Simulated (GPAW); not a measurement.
# benzene-1,4-diselenol between two Au chains: relaxation, then transmission at several levels, part 2 of 2

How well does benzene-1,4-diselenol between two Au chains conduct once its atoms have relaxed, and how much do cheaper levels lose?

GPAW 26.7.0; GPAW LCAO, PAW setups; relaxation of the junction within the symmetry of its start, lead ends held (the session's first sound run).

So far, transmission at the Fermi level (one spin): step 3 (double-zeta polarised basis) 0.284; step 4 (basis szp(dzp)) 0.266.

### Step 5. GPAW, sz: basis = "sz(dzp)"

Level of this step: GPAW LCAO, PAW setups; Landauer transmission from Green's functions with principal layers (ASE), zero bias (GPAW).

One function for each valence shell of the setup, as for a first survey of a large system.

File run.py:

```python
import json
import numpy as np
from ase import Atoms
from ase.transport.calculators import TransportCalculator
from gpaw import GPAW, FermiDirac
from gpaw.lcao.tools import get_lcao_hamiltonian
from scipy.linalg import eigh

# The junction with lead layers at both ends, along the third cell vector
device = Atoms(
    ['Au', 'Au', 'Au', 'Au', 'Au', 'Au', 'Se', 'C', 'H', 'H', 'C', 'C', 'C', 'C', 'H', 'H', 'C', 'Se', 'Au', 'Au', 'Au', 'Au', 'Au', 'Au'],
    positions=[
        [5.40150, 5.67186, 1.30000],
        [5.40150, 5.67186, 3.90000],
        [5.40150, 5.67186, 6.50000],
        [5.40150, 5.67186, 9.10000],
        [5.40150, 5.67186, 11.70000],
        [5.40150, 5.53699, 14.33663],
        [5.40150, 3.16631, 14.91339],
        [5.40150, 3.30591, 16.82777],
        [3.21991, 3.29717, 16.98208],
        [7.58310, 3.29717, 16.98208],
        [4.17446, 3.31172, 17.54389],
        [6.62855, 3.31171, 17.54389],
        [4.17446, 3.31172, 18.94591],
        [6.62855, 3.31172, 18.94591],
        [3.21991, 3.29717, 19.50771],
        [7.58310, 3.29717, 19.50771],
        [5.40150, 3.30591, 19.66202],
        [5.40150, 3.16631, 21.57641],
        [5.40150, 5.53699, 22.15317],
        [5.40150, 5.67186, 24.78980],
        [5.40150, 5.67186, 27.38980],
        [5.40150, 5.67186, 29.98980],
        [5.40150, 5.67186, 32.58980],
        [5.40150, 5.67186, 35.18980]],
    cell=[[10.80301, 0.0, 0.0], [0.0, 11.34372, 0.0], [0.0, 0.0, 36.4898]],
    pbc=True)

# One principal layer of the lead: the first 3 atoms of the device
lead = Atoms(
    ['Au', 'Au', 'Au'],
    positions=[
        [5.40150, 5.67186, 1.30000],
        [5.40150, 5.67186, 3.90000],
        [5.40150, 5.67186, 6.50000]],
    cell=[[10.80301, 0.0, 0.0], [0.0, 11.34372, 0.0], [0.0, 0.0, 7.8]],
    pbc=True)

settings = dict(mode='lcao', basis='sz(dzp)', xc='PBE', h=0.2,
                occupations=FermiDirac(0.1), maxiter=250,
                mixer=dict(beta=0.1, nmaxold=8, weight=100.0),
                convergence=dict(density=0.0001))
energies = np.arange(-2, 2 + 1e-9, 0.025)
eta = 0.0001
n1, n2 = 1, 1
# k and -k transmit alike, so half of the mesh across the current serves
mesh = [(i, j) for i in range(n1) for j in range(n2) if (i, j) <= (-i % n1, -j % n2)]
weights = np.array([1 if (i, j) == (-i % n1, -j % n2) else 2 for i, j in mesh]) / (n1 * n2)

# [... helper functions left out ...]
fermi_lead = ground_state(lead, (1, 1, 15), 'lead.txt')
fermi_device = ground_state(device, (1, 1, 2), 'device.txt')
# [... loop over the mesh left out, but for ...]
        # Shift the lead onto the potential of the device's first layer
        shift = ((H[:, 0, 0] - H0[:, 0, 0]) / S0[0, 0]).real.mean()
# [...]
kT = 8.617333e-5 * 300
bias = [0.1, 0.2, 0.5, 1.0, 1.5, 2.0]
# [... integrals and printing left out ...]
```

Command:

```console
$ OMP_NUM_THREADS=1 OPENBLAS_NUM_THREADS=1 python run.py
```

Log:

```text
basis functions: device 108, principal layer 18
Fermi level: lead -4.8089 eV, device -4.4469 eV; lead shifted by -0.0003 eV
largest coupling past the next layer 2.47e-07 eV, largest misfit of the first layer 0.032 eV
  E-E_F (eV)   T (one spin)  [channel counts left out]
    -2.000    9.9026e-01
    -1.975    9.8338e-01
    -1.950    8.9165e-01
[...]
1.975    9.0044e-02
     2.000    8.7008e-02
conductance at 300 K: 0.26301 G0 a cell; thermopower -14.87 uV/K
current from the zero-bias T(E) at 0.1 V: 2.0351 uA
current from the zero-bias T(E) at 0.2 V: 4.0606 uA
current from the zero-bias T(E) at 0.5 V: 10.753 uA
current from the zero-bias T(E) at 1.0 V: 29.6 uA
current from the zero-bias T(E) at 1.5 V: 43.286 uA
current from the zero-bias T(E) at 2.0 V: 56.852 uA
```

Run time: 47 s. Hardware: 1 thread of Arm Neoverse V1, shared host; peak memory 1.6 GiB.

Numbers from this step:

```yaml
conductance: 0.2630 G₀
largest_misfit_of_the_first_principal_layer: 0.03246 eV
shift_that_aligns_the_lead: -2.56e-4 eV
basis_functions_of_the_junction: 108
basis_functions_of_a_principal_layer: 18
transmission_at_the_fermi_level_one_spin: 0.2640
```

One spin. Transmission, zone mean against energy, zero at the Fermi level:

energy (eV), transmission, zone mean and a bar:
```
   -2.000       0.99 ############################
   -1.900       0.60 ################
   -1.800       0.25 ######
   -1.700       0.14 ###
   -1.600       0.09 ##
   -1.500       0.07 #
   -1.400       0.05 
   -1.300       0.04 
   -1.200       0.04 
   -1.100       0.04 
   -1.000       0.06 #
   -0.900       0.08 #
   -0.800       0.08 #
   -0.700       0.08 #
   -0.600       0.09 #
   -0.500       0.13 ###
   -0.425       0.88 #########################
   -0.400       0.49 #############
   -0.325       1.06 ##############################
   -0.300       0.61 #################
   -0.200       0.19 ####
   -0.100       0.20 #####
    0.000       0.26 #######
    0.100       0.31 ########
    0.200       0.37 ##########
    0.300       0.43 ###########
    0.400       0.49 #############
    0.500       0.55 ###############
    0.600       0.59 ################
    0.700       0.63 #################
    0.800       0.64 ##################
    0.900       0.63 #################
    1.000       0.60 ################
    1.100       0.54 ###############
    1.200       0.47 ############
    1.300       0.39 ##########
    1.400       0.31 ########
    1.500       0.25 ######
    1.600       0.19 ####
    1.700       0.15 ###
    1.800       0.12 ##
    1.900       0.10 ##
    2.000       0.09 #
```

The conductance, 0.263 G₀, lies 7.5 % below that of the dzp run.

### Step 6. revPBE in the dzp basis: xc = "revPBE"

Back in the dzp basis, the functional changes from PBE to revPBE, to set the spread between functionals beside that between bases.

run.py: that of step 5 with these lines changed.

```diff
@@ -49,3 +49,3 @@
 
-settings = dict(mode='lcao', basis='sz(dzp)', xc='PBE', h=0.2,
+settings = dict(mode='lcao', basis='dzp', xc='revPBE', h=0.2,
                 occupations=FermiDirac(0.1), maxiter=250,
```

Log:

```text
basis functions: device 304, principal layer 45
Fermi level: lead -4.9144 eV, device -4.3870 eV; lead shifted by -0.0076 eV
largest coupling past the next layer 2.61e-07 eV, largest misfit of the first layer 0.016 eV
  E-E_F (eV)   T (one spin)  channels
    -2.000    9.2967e-01    3.0000
    -1.975    8.3392e-01    3.0000
    -1.950    7.4598e-01    3.0000
[...]
1.975    1.1125e-02    1.0000
     2.000    9.9491e-03    1.0000
conductance at 300 K: 0.27476 G0 a cell; thermopower -7.817 uV/K
current from the zero-bias T(E) at 0.1 V: 2.1291 uA
current from the zero-bias T(E) at 0.2 V: 4.2598 uA
current from the zero-bias T(E) at 0.5 V: 11.313 uA
current from the zero-bias T(E) at 1.0 V: 30.452 uA
current from the zero-bias T(E) at 1.5 V: 44.409 uA
current from the zero-bias T(E) at 2.0 V: 57.651 uA
```

Run time: 73 s. Hardware: 1 thread; peak memory 1.6 GiB.

Numbers from this step:

```
conductance                                             : 0.2748 G₀
largest coupling past the next principal layer          : 2.61e-7 eV
largest misfit of the first principal layer             : 0.01639 eV
shift that aligns the lead                              : -0.007611 eV
basis functions of the junction                         : 304
basis functions of a principal layer                    : 45
transmission at the Fermi level (one spin)              : 0.2745
open channels of the lead at the Fermi level (one spin) : 1
```

One spin. Table of transmission, zone mean by energy, zero at the Fermi level:

| energy (eV) | transmission, zone mean |
| --- | --- |
| -2.000 | 0.930 |
| -1.800 | 0.833 |
| -1.675 | 0.998 |
| -1.600 | 0.903 |
| -1.400 | 0.405 |
| -1.200 | 0.121 |
| -1.000 | 0.0842 |
| -0.800 | 0.128 |
| -0.600 | 0.157 |
| -0.450 | 1.05 |
| -0.400 | 0.496 |
| -0.325 | 0.975 |
| -0.200 | 0.245 |
| 0.000 | 0.275 |
| 0.200 | 0.342 |
| 0.400 | 0.436 |
| 0.600 | 0.536 |
| 0.800 | 0.593 |
| 0.825 | 0.597 |
| 1.000 | 0.540 |
| 1.200 | 0.365 |
| 1.400 | 0.174 |
| 1.600 | 0.0673 |
| 1.800 | 0.0252 |
| 2.000 | 0.00995 |

The conductance, 0.275 G₀, lies 3.4 % below that of the dzp run.

### Step 7. Without the relaxation: geometry = "as built"

The dzp basis with PBE on the structure as first built shows what the relaxation was worth.

run.py: that of step 6 with these lines changed.

```diff
@@ -17,16 +17,16 @@
         [5.40150, 5.67186, 11.70000],
-        [5.40150, 5.53699, 14.33663],
-        [5.40150, 3.16631, 14.91339],
-        [5.40150, 3.30591, 16.82777],
-        [3.21991, 3.29717, 16.98208],
-        [7.58310, 3.29717, 16.98208],
-        [4.17446, 3.31172, 17.54389],
-        [6.62855, 3.31171, 17.54389],
-        [4.17446, 3.31172, 18.94591],
-        [6.62855, 3.31172, 18.94591],
-        [3.21991, 3.29717, 19.50771],
-        [7.58310, 3.29717, 19.50771],
-        [5.40150, 3.30591, 19.66202],
-        [5.40150, 3.16631, 21.57641],
-        [5.40150, 5.53699, 22.15317],
+        [5.40150, 5.67186, 14.30000],
+        [5.40150, 3.25144, 14.92574],
+        [5.40150, 3.25000, 16.84475],
+        [3.25000, 3.25068, 17.00851],
+        [7.55301, 3.25068, 17.00851],
+        [4.18982, 3.25009, 17.54556],
+        [6.61319, 3.25008, 17.54556],
+        [4.18982, 3.25009, 18.94424],
+        [6.61319, 3.25009, 18.94424],
+        [3.25000, 3.25068, 19.48128],
+        [7.55301, 3.25068, 19.48128],
+        [5.40150, 3.25000, 19.64504],
+        [5.40150, 3.25144, 21.56406],
+        [5.40150, 5.67186, 22.18980],
         [5.40150, 5.67186, 24.78980],
@@ -49,3 +49,3 @@
 
-settings = dict(mode='lcao', basis='dzp', xc='revPBE', h=0.2,
+settings = dict(mode='lcao', basis='dzp', xc='PBE', h=0.2,
                 occupations=FermiDirac(0.1), maxiter=250,
```

Log:

```text
basis functions: device 304, principal layer 45
Fermi level: lead -5.0280 eV, device -4.5082 eV; lead shifted by -0.0054 eV
largest coupling past the next layer 2.46e-07 eV, largest misfit of the first layer 0.016 eV
  E-E_F (eV)   T (one spin)  [channel counts left out]
    -2.000    3.7442e-01
    -1.975    7.1311e-01
    -1.950    9.7301e-01
[...]
1.975    1.2952e-02
     2.000    1.1765e-02
conductance at 300 K: 0.27512 G0 a cell; thermopower -10.6 uV/K
current from the zero-bias T(E) at 0.1 V: 2.1323 uA
current from the zero-bias T(E) at 0.2 V: 4.2746 uA
current from the zero-bias T(E) at 0.5 V: 12.112 uA
current from the zero-bias T(E) at 1.0 V: 31.258 uA
current from the zero-bias T(E) at 1.5 V: 45.663 uA
current from the zero-bias T(E) at 2.0 V: 59.142 uA
```

Wall time 75 s (1 thread); peak memory 1.6 GiB.

Numbers from this step:

- conductance: 0.2751 G₀
- largest coupling past the next principal layer: 2.46e-7 eV
- largest misfit of the first principal layer: 0.01606 eV
- shift that aligns the lead: -0.005364 eV
- transmission at the Fermi level (one spin): 0.2750

The conductance, 0.275 G₀, lies 3.3 % below that of the dzp run.

### Step 8. Cost and result by level

Times are for 1 thread of Arm Neoverse V1, shared host. Results by setting:

| no. | run | conductance (G₀) | time | memory (GiB) |
| --- | --- | --- | --- | --- |
| 1 | dzp | 0.2844 | 69 s | 1.6 |
| 2 | szp | 0.2652 | 59 s | 1.6 |
| 3 | sz | 0.2630 | 47 s | 1.6 |
| 4 | dzp revPBE | 0.2748 | 73 s | 1.6 |
| 5 | asbuilt | 0.2751 | 75 s | 1.6 |

### Step 9. The levels side by side

The curves are compared point by point over the common energies.

This step: comparison of transmission and cost over codes, levels and geometry (GPAW 26.7.0).

Ladder, by row:

| step | code | T at the Fermi level (sum over the listed spins) | conductance (G0) | r.m.s. T(E) from the first | wall time (s) | peak memory (GiB) | threads |
| --- | --- | --- | --- | --- | --- | --- | --- |
| dzp | GPAW | 0.2844 | 0.2844 | 0 | 69.45 | 1.64 | 1 |
| szp | GPAW | 0.2664 | 0.2652 | 0.2172 | 58.88 | 1.62 | 1 |
| sz | GPAW | 0.264 | 0.263 | 0.2496 | 46.58 | 1.57 | 1 |
| dzp-revPBE | GPAW | 0.2745 | 0.2748 | 0.06608 | 73.14 | 1.65 | 1 |
| asbuilt | GPAW | 0.275 | 0.2751 | 0.1265 | 75.35 | 1.64 | 1 |

The transmission, zone mean, sum over the listed spins by energy, zero at the Fermi level:

| energy (eV) | dzp | szp | sz | dzp-revPBE | asbuilt |
| --- | --- | --- | --- | --- | --- |
| -2.000 | 0.956 | 0.906 | 0.990 | 0.930 | 0.374 |
| -1.975 | 1.38 | 0.915 | 0.983 | 0.834 | 0.713 |
| -1.800 | 0.817 | 0.599 | 0.250 | 0.833 | 0.762 |
| -1.675 | 0.998 | 0.260 | 0.122 | 0.998 | 0.998 |
| -1.600 | 0.889 | 0.178 | 0.0909 | 0.903 | 0.802 |
| -1.400 | 0.383 | 0.0859 | 0.0519 | 0.405 | 0.241 |
| -1.200 | 0.114 | 0.0505 | 0.0395 | 0.121 | 0.0676 |
| -1.000 | 0.0912 | 0.0653 | 0.0574 | 0.0842 | 0.0756 |
| -0.800 | 0.138 | 0.0969 | 0.0838 | 0.128 | 0.125 |
| -0.600 | 0.160 | 0.105 | 0.0891 | 0.157 | 0.143 |
| -0.450 | 0.729 | 1.08 | 0.720 | 1.05 | 0.274 |
| -0.425 | 1.04 | 0.661 | 0.877 | 0.785 | 0.727 |
| -0.400 | 0.583 | 0.514 | 0.487 | 0.496 | 0.954 |
| -0.325 | 0.754 | 1.15 | 1.06 | 0.975 | 0.457 |
| -0.300 | 1.19 | 0.566 | 0.607 | 0.815 | 0.693 |
| -0.200 | 0.255 | 0.202 | 0.188 | 0.245 | 0.257 |
| 0.000 | 0.284 | 0.266 | 0.264 | 0.275 | 0.275 |
| 0.200 | 0.358 | 0.372 | 0.369 | 0.342 | 0.366 |
| 0.400 | 0.456 | 0.492 | 0.489 | 0.436 | 0.483 |
| 0.600 | 0.554 | 0.597 | 0.595 | 0.536 | 0.591 |
| 0.800 | 0.608 | 0.643 | 0.640 | 0.593 | 0.633 |
| 1.000 | 0.535 | 0.592 | 0.595 | 0.540 | 0.531 |
| 1.200 | 0.348 | 0.449 | 0.466 | 0.365 | 0.330 |
| 1.400 | 0.160 | 0.279 | 0.311 | 0.174 | 0.153 |
| 1.600 | 0.0604 | 0.157 | 0.192 | 0.0673 | 0.0631 |
| 1.800 | 0.0224 | 0.0901 | 0.122 | 0.0252 | 0.0263 |
| 2.000 | 0.00884 | 0.0573 | 0.0870 | 0.00995 | 0.0118 |

### Step 10. Other settings

One more run, with changed settings.

This step: GPAW LCAO, PAW setups; Landauer transmission from Green's functions with principal layers (ASE), zero bias (GPAW 26.7.0).

run.py: that of step 7 with these lines changed.

```diff
@@ -17,16 +17,16 @@
         [5.40150, 5.67186, 11.70000],
-        [5.40150, 5.67186, 14.30000],
-        [5.40150, 3.25144, 14.92574],
-        [5.40150, 3.25000, 16.84475],
-        [3.25000, 3.25068, 17.00851],
-        [7.55301, 3.25068, 17.00851],
-        [4.18982, 3.25009, 17.54556],
-        [6.61319, 3.25008, 17.54556],
-        [4.18982, 3.25009, 18.94424],
-        [6.61319, 3.25009, 18.94424],
-        [3.25000, 3.25068, 19.48128],
-        [7.55301, 3.25068, 19.48128],
-        [5.40150, 3.25000, 19.64504],
-        [5.40150, 3.25144, 21.56406],
-        [5.40150, 5.67186, 22.18980],
+        [5.40150, 5.53699, 14.33663],
+        [5.40150, 3.16631, 14.91339],
+        [5.40150, 3.30591, 16.82777],
+        [3.21991, 3.29717, 16.98208],
+        [7.58310, 3.29717, 16.98208],
+        [4.17446, 3.31172, 17.54389],
+        [6.62855, 3.31171, 17.54389],
+        [4.17446, 3.31172, 18.94591],
+        [6.62855, 3.31172, 18.94591],
+        [3.21991, 3.29717, 19.50771],
+        [7.58310, 3.29717, 19.50771],
+        [5.40150, 3.30591, 19.66202],
+        [5.40150, 3.16631, 21.57641],
+        [5.40150, 5.53699, 22.15317],
         [5.40150, 5.67186, 24.78980],
@@ -50,4 +50,4 @@
 settings = dict(mode='lcao', basis='dzp', xc='PBE', h=0.2,
-                occupations=FermiDirac(0.1), maxiter=250,
-                mixer=dict(beta=0.1, nmaxold=8, weight=100.0),
+                occupations=FermiDirac(0.1), maxiter=50,
+                mixer=dict(beta=1.0, nmaxold=1, weight=1.0),
                 convergence=dict(density=0.0001))
```

Log:

```text
gpaw.KohnShamConvergenceError
```

The job ended after 31 s (1 thread; peak memory 0.35 GiB).

No converged result was reached; the numbers in the log don't describe the system.

The fault put into the input: mixing far too strong, under a cap of 50 iterations, which ended the run (beta = 1.0, nmaxold = 1 and weight = 1.0).

### Step 11. Results

```json
{
  "conductance": "0.284 G₀",
  "transmission at the Fermi level, mean of the spins": "0.284"
}
```

What this shows: In the dzp basis the junction conducts 0.284 G₀ at 300 K, with T = 0.284 a spin at the Fermi level; the sz basis reaches that conductance within 10 %. Relaxation moved atoms by up to 0.14 Å and took the conductance from 0.275 to 0.284 G₀, as a ratio a smaller change than the step from dzp to the minimal basis. At the Fermi level one eigenchannel carries the current (0.28). Measured against the first run (dzp), the nearest curve is that of dzp-revPBE (r.m.s. 0.066) and the farthest that of sz (0.25). Over the compared runs wall time goes from 47 s (sz) to 75 s (asbuilt), on a shared host. The leads kept an estimated spacing and the cell its length, so the junction may be under some tension or compression. The geometry comes from the orbital basis, which tends to overbind, and kept the symmetry of the start, so a structure of lower symmetry may lie lower. Spin-orbit coupling is left out, which matters for the heavy atoms here. Semilocal functionals put molecular levels too near the Fermi level, so such conductances usually come out too high, and chain electrodes have a sharper density of states than real ones. An evenly spaced straight chain is an idealisation: free chains tend to dimerise, zigzag or, where a band edge lies near the Fermi level, turn magnetic. The currents use the zero-bias T(E) throughout, which holds only while the bias is small against the distance to the nearest feature. The thermopower isn't quoted: it samples T(E) farther from the Fermi level than the conductance does, and the energy grid wasn't tested for it.

[Logs are printed without paths, hosts, clocks, repeated set-up lines and the standing remarks that a program may print on its own settings, such as how far it seeks lower states.]

[Hosts, paths, dates, database ids (printed as entryN), source tags and the programs' standing remarks are cut or masked in the printed files.]
